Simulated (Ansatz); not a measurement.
Computed results, one entry a study.

## Ta2O5 (P2/m): band gap by G0W0 on HSE06

The structure is monoclinic, space group P2/m (No. 10). Conventional cell: a = 3.841 Å, b = 3.863 Å, c = 6.778 Å, α = 90.00°, β = 105.57°, γ = 90.00°. Ta has 6 O at 1.90 to 2.21 Å nearest. Nearest to O lie 2 Ta at 1.93 Å. Nearest to O lie 3 Ta at 1.98 to 2.21 Å. Nearest to O lie 2 Ta at 1.90 Å. Farther neighbours and most contacts between anions are not listed.

```yaml
method: G0W0 on HSE06, plane waves, PAW; PAW set soft_1 (and 1 further level or step)
program: Ansatz 0.2.0
settings_of_one_run: cutoff 420 eV, 4×4×4 k-mesh, PAW set soft 1, empty bands 356, screening cutoff 138 eV, screening contour deformation, QP bands (v2, c2)
cost: 2 runs, 2.3 min in all on 1 × NVIDIA H100 80GB HBM3 (shared by 6 runs) with 3 threads of AMD EPYC 7R13 (Zen 3), shared host (the runs of this entry)
notes: In doubt: masses and optical values from hybrid runs of this build are listed as unsure (in some of the runs), which bears on the screening that GW takes from such a start. The cell and positions are those that the Materials Project relaxed with its own functionals (PBE, PBE+U or r2SCAN), kept fixed. Limits: no spin-orbit coupling. Bands and cutoff are finite, so the gap is not at the basis limit. The miss can reach some tenths of an eV and take either sign; the mesh is an error of its own. The 4×4×4 mesh is coarse for this cell (its supercell is 15 Å along the shortest edge). The RPA ε∞ on it, from the HSE06 start, is 3.59, 3.62 and 4.92; such meshes misread the long-range screening, most where the gap is narrow.
hse06_gap: 3.66 eV, indirect
g0w0_gap_on_the_mesh: 4.01 eV, from k = (-0.500, -0.500, -0.500) to k = (0.000, 0.000, -0.500)
gw_settings: 4×4×4 mesh, 356 empty bands, screening to 138 eV, PAW set soft_1 files
known_limits: not at the basis limit; no spin-orbit coupling; coarse k mesh
```

G0W0 changes the gap by +0.34 eV, from 3.66 eV to 4.01 eV on the mesh: the valence edge shifts by +0.18 eV and the conduction edge by +0.52 eV on the run's own scale. Z is 0.77 and 0.83 at the edges, as usual for well-defined quasiparticles.

[Paths, hosts, dates, memory and timing lines, banners, echoed tables and standing remarks are left out of the program output.]

[Logs are printed without paths, hosts, clocks, repeated set-up lines and the standing remarks that a program may print on its own settings, such as how far it seeks lower states.]

[Runs of the session that timed out or met a known fault of the program may be left out.]

[Cells called generated may have been cut or substituted from an entry of the Crystallography Open Database or the Materials Project.]

[Hosts, paths, dates, database ids (printed as entryN), source tags and the programs' standing remarks are cut or masked in the printed files.]
